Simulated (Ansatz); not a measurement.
**Work function of Pt(100): what the settings cost and change**

How thick a slab and how much vacuum does the work function of Pt(100) need?

Method: plane-wave DFT, PBE, Ansatz PAW, in Ansatz 0.2.0.

This is a report of a sequence of runs, with most program output left out.

## 1. The structure

The cell holds 1 atom: 1 Pt. Cell: a = 2.772 Å, b = 2.772 Å, c = 18.000 Å, α = 90.0°, β = 90.0°, γ = 90.0°. Vacuum lies along c.

## 2. Slab, setting 1 layer

A work function rests on the faint tail of the density, so the SCF threshold is tight. The slab grows from one layer, at fixed mesh and 18 Å of vacuum; then the vacuum is varied on one slab.

input.yaml

```yaml
crystal:
  lattice:
    - [2.7718585823, 0.0, 0.0]
    - [0.0, 2.7718585823, 0.0]
    - [0.0, 0.0, 18.0]
  atoms:
    - { symbol: Pt, position: [0.5, 0.5, 0.5] }
kpoints:
  mp_grid: { grid: [15, 15, 1] }
hamiltonian:
  xc: pbe
scf:
  occupations: { method: fermi_dirac, width: 0.1 }
  convergence: { dr2_threshold: 1.0e-09 }
efield:
  axis: 3
  dipole_correction: true
  ramp_position: 0.97
  ramp_width: 0.06
output:
  write_potential: true
  write_density: true
  volumetric_format: npy
  elf: true
```

Command:

```sh
> ansatz run input.yaml --threads 2 --pin off --max-ram 3072MiB --backend cpu --events-out ev --progress --plain --runs-dir out
```

Elapsed: 12 s, on 2 threads of Arm Neoverse N1, shared host; peak memory 0.4 GiB; 15 s of CPU time.

Numbers from this step:

| Item | Value |
| --- | --- |
| energy at zero smearing | -12521.1933 eV |
| work function, upper face | 6.360 eV |

Running mean over 1.96 Å of the planar mean; the ramp of the sawtooth is left out. Electron's electrostatic potential energy less the Fermi level against z:

| z (Å) | electron's electrostatic potential energy less the Fermi level (eV) |
| --- | --- |
| 2.88 | 6.36 |
| 3.31 | 6.36 |
| 3.74 | 6.36 |
| 4.18 | 6.36 |
| 4.61 | 6.36 |
| 5.04 | 6.36 |
| 5.47 | 6.35 |
| 5.90 | 6.33 |
| 6.19 | 6.30 |
| 6.62 | 6.14 |
| 7.06 | 5.58 |
| 7.49 | 3.44 |
| 7.92 | -1.33 |
| 8.35 | -6.73 |
| 8.78 | -9.87 |
| 9.22 | -9.87 |
| 9.65 | -6.73 |
| 10.08 | -1.33 |
| 10.51 | 3.44 |
| 10.94 | 5.58 |
| 11.38 | 6.14 |
| 11.81 | 6.30 |
| 12.10 | 6.33 |
| 12.53 | 6.35 |
| 12.96 | 6.36 |
| 13.39 | 6.36 |
| 13.82 | 6.36 |
| 14.26 | 6.36 |
| 14.69 | 6.36 |
| 15.12 | 6.36 |

Valence density in the ca plane at fractional y = 0.500, with atoms of Pt within 0.2 Å of it. It is the smooth field of the valence electrons, not physical close to the nuclei.

Values in units of 1e0 e/Å³, 5 rows by 16 columns, each cell a mean:
```
0.0 0.0 0.0 0.0 0.0 0.0 0.0 0.5 0.7 0.1 0.0 0.0 0.0 0.0 0.0 0.0
0.0 0.0 0.0 0.0 0.0 0.0 0.1 3.0 4.2 0.1 0.0 0.0 0.0 0.0 0.0 0.0
0.0 0.0 0.0 0.0 0.0 0.0 0.1 4.7 6.5 0.2 0.0 0.0 0.0 0.0 0.0 0.0
0.0 0.0 0.0 0.0 0.0 0.0 0.0 1.8 2.5 0.1 0.0 0.0 0.0 0.0 0.0 0.0
0.0 0.0 0.0 0.0 0.0 0.0 0.0 0.3 0.4 0.0 0.0 0.0 0.0 0.0 0.0 0.0
```
Columns run along c (18.0 Å), rows up along a (2.8 Å). Atoms in or near the plane, at fractional coordinates: Pt at (0.50, 0.50).

ELF in the ca plane at fractional y = 0.500, with atoms of Pt within 0.2 Å of it. It is the smooth field of the valence electrons, not physical close to the nuclei.

Ten even steps from '0' (0.00) to '9' (0.67), each cell a mean:
```
00000000000000000013344432100000000000000000
00000000000000000134566543210000000000000000
00000000000000001245799864310000000000000000
00000000000000001246899975310000000000000000
00000000000000001245899965310000000000000000
00000000000000000134578654210000000000000000
00000000000000000123444433100000000000000000
00000000000000000012344432100000000000000000
```
Columns run along c (18.0 Å), rows up along a (2.8 Å). Atoms in or near the plane, at fractional coordinates: Pt at (0.50, 0.50).

Electrostatic potential energy in the ca plane at fractional y = 0.500, with atoms of Pt within 0.2 Å of it. With pseudopotentials it is smooth inside the atoms' cores, unlike the true potential.

Ten even steps from '0' (-48 eV) to '9' (3 eV), each cell a mean:
```
99999999999999999999877899999999999999999999
99999999999999999999732489999999999999999999
99999999999999999998300069999999999999999999
99999999999999999998100059999999999999999999
99999999999999999998200059999999999999999999
99999999999999999998510279999999999999999999
99999999999999999999865799999999999999999999
99999999999999999999988899999999999999999999
```
Columns run along c (18.0 Å; values clipped at the 3rd and 97th percentile), rows up along a (2.8 Å). Atoms in or near the plane, at fractional coordinates: Pt at (0.50, 0.50).

The work function is 6.360 eV.

## 3. Slab, 2 atoms

System of this step: Pt(100). The cell holds 2 atoms: 2 Pt. Cell: a = 2.772 Å, b = 2.772 Å, c = 19.960 Å, α = 90.0°, β = 90.0°, γ = 90.0°. Vacuum lies along c.

input.yaml, the sections that differ from step 2:

```yaml
crystal:
  lattice:
    - [2.7718585823, 0.0, 0.0]
    - [0.0, 2.7718585823, 0.0]
    - [0.0, 0.0, 19.96]
  atoms:
    - { symbol: Pt, position: [0.5, 0.5, 0.4509018036] }
    - { symbol: Pt, position: [0.0, 0.0, 0.5490981964] }
output:
  write_potential: true
  write_density: true
  volumetric_format: npy
# kpoints, hamiltonian, scf, efield: as in step 2
```

It took 13 s on 2 threads; peak memory 0.41 GiB; 25 s of CPU time.

The work function is 5.764 eV, -0.596 eV from the run “1 layer”, at 1.6 times its CPU time.

## 4. Slab, 3 atoms

System of this step: Pt(100). The cell holds 3 atoms: 3 Pt. Its edges and angles: a = 2.772 Å, b = 2.772 Å, c = 21.920 Å, α = 90.0°, β = 90.0°, γ = 90.0°. Vacuum lies along c.

input.yaml, the sections that differ from step 3:

```yaml
crystal:
  lattice:
    - [2.7718585823, 0.0, 0.0]
    - [0.0, 2.7718585823, 0.0]
    - [0.0, 0.0, 21.92]
  atoms:
    - { symbol: Pt, position: [0.0, 0.0, 0.4105839416] }
    - { symbol: Pt, position: [0.5, 0.5, 0.5] }
    - { symbol: Pt, position: [0.0, 0.0, 0.5894160584] }
# kpoints, hamiltonian, scf, efield, output: as in step 3
```

Wall time 28 s (2 threads); peak memory 0.46 GiB.

The work function is 5.690 eV, -0.074 eV from the run “2 layers”, at 1.9 times its CPU time.

## 5. Run, 4 atoms

System of this step: Pt(100). The cell holds 4 atoms: 4 Pt. Its edges and angles: a = 2.772 Å, b = 2.772 Å, c = 23.880 Å, α = 90.0°, β = 90.0°, γ = 90.0°. Vacuum lies along c.

input.yaml, the sections that differ from step 4:

```yaml
crystal:
  lattice:
    - [2.7718585823, 0.0, 0.0]
    - [0.0, 2.7718585823, 0.0]
    - [0.0, 0.0, 23.88]
  atoms:
    - { symbol: Pt, position: [0.5, 0.5, 0.3768844221] }
    - { symbol: Pt, position: [0.0, 0.0, 0.458961474] }
    - { symbol: Pt, position: [0.5, 0.5, 0.541038526] }
    - { symbol: Pt, position: [0.0, 0.0, 0.6231155779] }
# kpoints, hamiltonian, scf, efield, output: as in step 4
```

Wall time 43 s (2 threads); peak memory 0.55 GiB.

The work function is 5.640 eV, -0.050 eV from the run “3 layers”, at 1.5 times its CPU time.

## 6. Slab, 5 atoms

System of this step: Pt(100). The cell holds 5 atoms: 5 Pt. Its edges and angles: a = 2.772 Å, b = 2.772 Å, c = 25.840 Å, α = 90.0°, β = 90.0°, γ = 90.0°. Vacuum lies along c.

input.yaml, the sections that differ from step 5:

```yaml
crystal:
  lattice:
    - [2.7718585823, 0.0, 0.0]
    - [0.0, 2.7718585823, 0.0]
    - [0.0, 0.0, 25.84]
  atoms:
    - { symbol: Pt, position: [0.0, 0.0, 0.3482972136] }
    - { symbol: Pt, position: [0.5, 0.5, 0.4241486068] }
    - { symbol: Pt, position: [0.0, 0.0, 0.5] }
    - { symbol: Pt, position: [0.5, 0.5, 0.5758513932] }
    - { symbol: Pt, position: [0.0, 0.0, 0.6517027864] }
# kpoints, hamiltonian, scf, efield, output: as in step 5
```

The job ended after 70 s (2 threads; peak memory 0.64 GiB; 88 s of CPU time).

The work function is 5.667 eV, +0.027 eV from the run “4 layers”, at 1.2 times its CPU time.

## 7. Run, 6 atoms

System of this step: Pt(100). The cell holds 6 atoms: 6 Pt. Cell: a = 2.772 Å, b = 2.772 Å, c = 27.800 Å, α = 90.0°, β = 90.0°, γ = 90.0°. Vacuum lies along c.

input.yaml, the sections that differ from step 6:

```yaml
crystal:
  lattice:
    - [2.7718585823, 0.0, 0.0]
    - [0.0, 2.7718585823, 0.0]
    - [0.0, 0.0, 27.8]
  atoms:
    - { symbol: Pt, position: [0.5, 0.5, 0.3237410072] }
    - { symbol: Pt, position: [0.0, 0.0, 0.3942446043] }
    - { symbol: Pt, position: [0.5, 0.5, 0.4647482014] }
    - { symbol: Pt, position: [0.0, 0.0, 0.5352517986] }
    - { symbol: Pt, position: [0.5, 0.5, 0.6057553957] }
    - { symbol: Pt, position: [0.0, 0.0, 0.6762589928] }
# kpoints, hamiltonian, scf, efield, output: as in step 6
```

It took 89 s on 2 threads; peak memory 0.75 GiB.

The work function is 5.661 eV, -0.006 eV from the run “5 layers”, at 1.4 times its CPU time.

## 8. Slab, 8 atoms

System of this step: Pt(100). The cell holds 8 atoms: 8 Pt. Cell: a = 2.772 Å, b = 2.772 Å, c = 31.720 Å, α = 90.0°, β = 90.0°, γ = 90.0°. Vacuum lies along c.

input.yaml, the sections that differ from step 7:

```yaml
crystal:
  lattice:
    - [2.7718585823, 0.0, 0.0]
    - [0.0, 2.7718585823, 0.0]
    - [0.0, 0.0, 31.72]
  atoms:
    - { symbol: Pt, position: [0.5, 0.5, 0.2837326608] }
    - { symbol: Pt, position: [0.0, 0.0, 0.3455233291] }
    - { symbol: Pt, position: [0.5, 0.5, 0.4073139975] }
    - { symbol: Pt, position: [0.0, 0.0, 0.4691046658] }
    - { symbol: Pt, position: [0.5, 0.5, 0.5308953342] }
    - { symbol: Pt, position: [0.0, 0.0, 0.5926860025] }
    - { symbol: Pt, position: [0.5, 0.5, 0.6544766709] }
    - { symbol: Pt, position: [0.0, 0.0, 0.7162673392] }
# kpoints, hamiltonian, scf, efield, output: as in step 7
```

Wall time 2.3 min (2 threads); peak memory 1 GiB; 3.8 min of CPU time.

The work function is 5.668 eV, +0.007 eV from the run “6 layers”, at 1.8 times its CPU time.

## 9. Slab, 10 atoms

System of this step: Pt(100). The cell holds 10 atoms: 10 Pt. Cell: a = 2.772 Å, b = 2.772 Å, c = 35.640 Å, α = 90.0°, β = 90.0°, γ = 90.0°. Vacuum lies along c.

input.yaml, the sections that differ from step 8:

```yaml
crystal:
  lattice:
    - [2.7718585823, 0.0, 0.0]
    - [0.0, 2.7718585823, 0.0]
    - [0.0, 0.0, 35.64]
  atoms:
    - { symbol: Pt, position: [0.5, 0.5, 0.2525252525] }
    - { symbol: Pt, position: [0.0, 0.0, 0.3075196409] }
    - { symbol: Pt, position: [0.5, 0.5, 0.3625140292] }
    - { symbol: Pt, position: [0.0, 0.0, 0.4175084175] }
    - { symbol: Pt, position: [0.5, 0.5, 0.4725028058] }
    - { symbol: Pt, position: [0.0, 0.0, 0.5274971942] }
    - { symbol: Pt, position: [0.5, 0.5, 0.5824915825] }
    - { symbol: Pt, position: [0.0, 0.0, 0.6374859708] }
    - { symbol: Pt, position: [0.5, 0.5, 0.6924803591] }
    - { symbol: Pt, position: [0.0, 0.0, 0.7474747475] }
# kpoints, hamiltonian, scf, efield, output: as in step 8
```

Run time: 3.3 min. Hardware: 2 threads; peak memory 1.3 GiB.

The work function is 5.664 eV, -0.003 eV from the run “8 layers”, at 1.6 times its CPU time.

## 10. Slab, 13 atoms

System of this step: Pt(100). The cell holds 13 atoms: 13 Pt. Its edges and angles: a = 2.772 Å, b = 2.772 Å, c = 41.520 Å, α = 90.0°, β = 90.0°, γ = 90.0°. Vacuum lies along c.

input.yaml, the sections that differ from step 9:

```yaml
crystal:
  lattice:
    - [2.7718585823, 0.0, 0.0]
    - [0.0, 2.7718585823, 0.0]
    - [0.0, 0.0, 41.52]
  atoms:
    - { symbol: Pt, position: [0.0, 0.0, 0.2167630058] }
    - { symbol: Pt, position: [0.5, 0.5, 0.2639691715] }
    - { symbol: Pt, position: [0.0, 0.0, 0.3111753372] }
    - { symbol: Pt, position: [0.5, 0.5, 0.3583815029] }
    - { symbol: Pt, position: [0.0, 0.0, 0.4055876686] }
    - { symbol: Pt, position: [0.5, 0.5, 0.4527938343] }
    - { symbol: Pt, position: [0.0, 0.0, 0.5] }
    - { symbol: Pt, position: [0.5, 0.5, 0.5472061657] }
    - { symbol: Pt, position: [0.0, 0.0, 0.5944123314] }
    - { symbol: Pt, position: [0.5, 0.5, 0.6416184971] }
    - { symbol: Pt, position: [0.0, 0.0, 0.6888246628] }
    - { symbol: Pt, position: [0.5, 0.5, 0.7360308285] }
    - { symbol: Pt, position: [0.0, 0.0, 0.7832369942] }
# kpoints, hamiltonian, scf, efield, output: as in step 9
```

Elapsed: 6 min, on 2 threads; peak memory 1.8 GiB; 11 min of CPU time.

The work function is 5.670 eV, +0.006 eV from the run “10 layers”, at 1.8 times its CPU time.

## 11. Run, 7 atoms

System of this step: Pt(100). The cell holds 7 atoms: 7 Pt. Cell: a = 2.772 Å, b = 2.772 Å, c = 21.760 Å, α = 90.0°, β = 90.0°, γ = 90.0°. Vacuum lies along c.

input.yaml, the sections that differ from step 10:

```yaml
crystal:
  lattice:
    - [2.7718585823, 0.0, 0.0]
    - [0.0, 2.7718585823, 0.0]
    - [0.0, 0.0, 21.76]
  atoms:
    - { symbol: Pt, position: [0.0, 0.0, 0.2297794118] }
    - { symbol: Pt, position: [0.5, 0.5, 0.3198529412] }
    - { symbol: Pt, position: [0.0, 0.0, 0.4099264706] }
    - { symbol: Pt, position: [0.5, 0.5, 0.5] }
    - { symbol: Pt, position: [0.0, 0.0, 0.5900735294] }
    - { symbol: Pt, position: [0.5, 0.5, 0.6801470588] }
    - { symbol: Pt, position: [0.0, 0.0, 0.7702205882] }
# kpoints, hamiltonian, scf, efield, output: as in step 10
```

The job ended after 79 s (2 threads; peak memory 0.71 GiB; 2.4 min of CPU time).

The work function is 5.663 eV. The program marks this work function as in doubt.

## 12. Slab, 7 atoms

The cell differs from the one that the last finished run ended in (c 21.760 → 25.760 Å).

input.yaml, the sections that differ from step 11:

```yaml
crystal:
  lattice:
    - [2.7718585823, 0.0, 0.0]
    - [0.0, 2.7718585823, 0.0]
    - [0.0, 0.0, 25.76]
  atoms:
    - { symbol: Pt, position: [0.0, 0.0, 0.2717391304] }
    - { symbol: Pt, position: [0.5, 0.5, 0.347826087] }
    - { symbol: Pt, position: [0.0, 0.0, 0.4239130435] }
    - { symbol: Pt, position: [0.5, 0.5, 0.5] }
    - { symbol: Pt, position: [0.0, 0.0, 0.5760869565] }
    - { symbol: Pt, position: [0.5, 0.5, 0.652173913] }
    - { symbol: Pt, position: [0.0, 0.0, 0.7282608696] }
# kpoints, hamiltonian, scf, efield, output: as in step 11
```

It took 91 s on 2 threads; peak memory 0.8 GiB.

The work function is 5.665 eV, +0.003 eV from the run “7 layers, 10 Å of vacuum”, at 1.1 times its CPU time.

## 13. Run, 7 atoms (run 2)

The cell differs from the one that the last finished run ended in (c 25.760 → 37.760 Å).

input.yaml, the sections that differ from step 12:

```yaml
crystal:
  lattice:
    - [2.7718585823, 0.0, 0.0]
    - [0.0, 2.7718585823, 0.0]
    - [0.0, 0.0, 37.76]
  atoms:
    - { symbol: Pt, position: [0.0, 0.0, 0.344279661] }
    - { symbol: Pt, position: [0.5, 0.5, 0.3961864407] }
    - { symbol: Pt, position: [0.0, 0.0, 0.4480932203] }
    - { symbol: Pt, position: [0.5, 0.5, 0.5] }
    - { symbol: Pt, position: [0.0, 0.0, 0.5519067797] }
    - { symbol: Pt, position: [0.5, 0.5, 0.6038135593] }
    - { symbol: Pt, position: [0.0, 0.0, 0.655720339] }
# kpoints, hamiltonian, scf, efield, output: as in step 12
```

Elapsed: 3.2 min, on 2 threads; peak memory 1 GiB.

The work function is 5.665 eV, -0.000 eV from the run “7 layers, 14 Å of vacuum”, at 1.5 times its CPU time.

## 14. The series together

Times are for 2 threads of Arm Neoverse N1, shared host. The runs compared:

```csv
no.,setting,"work function, upper face (eV)",time,memory (GiB)
1,1 layer,6.360,12 s,0.4
2,2 layers,5.764,13 s,0.41
3,3 layers,5.690,28 s,0.46
4,4 layers,5.640,43 s,0.55
5,5 layers,5.667,70 s,0.64
6,6 layers,5.661,89 s,0.75
7,8 layers,5.668,2.3 min,1.0
8,10 layers,5.664,3.3 min,1.3
9,13 layers,5.670,6 min,1.8
10,"7 layers, 10 Å of vacuum",5.663,79 s,0.71
11,"7 layers, 14 Å of vacuum",5.665,91 s,0.8
12,"7 layers, 26 Å of vacuum",5.665,3.2 min,1.0
```

## 15. The same run with other settings

System of this step: Pt(100) monolayer. The cell holds 1 atom: 1 Pt. Its edges and angles: a = 2.772 Å, b = 2.772 Å, c = 18.000 Å, α = 90.0°, β = 90.0°, γ = 90.0°. Vacuum lies along c.

An input spoilt on purpose, to show how the run answers: it repeats the earlier run “1 layer” with scf.n_extra_bands to 0 and scf.occupations from method: fermi_dirac, width: 0.1 to method: fermi_dirac, width: 0.3, and scf.max_iter set to 50; its output block differs too.

input.yaml, the sections that differ from step 13:

```yaml
crystal:
  lattice:
    - [2.7718585823, 0.0, 0.0]
    - [0.0, 2.7718585823, 0.0]
    - [0.0, 0.0, 18.0]
  atoms:
    - { symbol: Pt, position: [0.5, 0.5, 0.5] }
scf:
  occupations: { method: fermi_dirac, width: 0.3 }
  convergence: { dr2_threshold: 1.0e-09 }
  n_extra_bands: 0
  max_iter: 50
# kpoints, hamiltonian, efield, output: as in step 13
```

Elapsed: 0.13 s, on 2 threads; peak memory 0.07 GiB.

The input was rejected at the start.

The program's message: “Error: inconsistent input (scf.n_extra_bands, scf.occupations.method): n_bands = 9 leaves no empty band above the 9 bands per channel that the deck's 18 electrons occupy, and the occupations search fo …”

The fault put into the input: too few bands.

## 16. Results

* work function, 1 layer: 6.360 eV
* work function, 4 layers: 5.640 eV
* work function, 6 layers: 5.661 eV
* work function, 13 layers: 5.670 eV

In words: The thickest slab gives 5.67 eV, and the settings tried spread the value from 5.64 to 6.36 eV. At 18 Å of vacuum, the slabs from 3 layers on stay within 0.04 eV of the thickest. Going from 10 to 26 Å of vacuum moves it by 0.003 eV. The program marks the value as in doubt in “7 layers, 10 Å of vacuum”. A compiled measured value is 5.7 eV (arxiv:1902.07811, 2019), but the real face reconstructs and these slabs don't, so it is no test of the method. The ladder's slabs use the tabulated experimental lattice constant (two decimals; a low-temperature value for the alkali metals). The main runs have no spin polarisation; a magnetic state could lie lower and would change these results. In 1 run of the series (7 layers, 10 Å of vacuum) the program warns that electrons reach the sawtooth's ramp, which makes dipole and work function less sure.

[Logs are printed without paths, hosts, clocks, repeated set-up lines and the standing remarks that a program may print on its own settings, such as how far it seeks lower states.]

[Hosts, paths, dates, database ids (printed as entryN), source tags and the programs' standing remarks are cut or masked in the printed files.]

[Maps of the electrostatic potential energy from Ansatz leave out the sawtooth potential of an applied field or a dipole correction, so their vacuum need not be flat; planar profiles and work functions include it.]
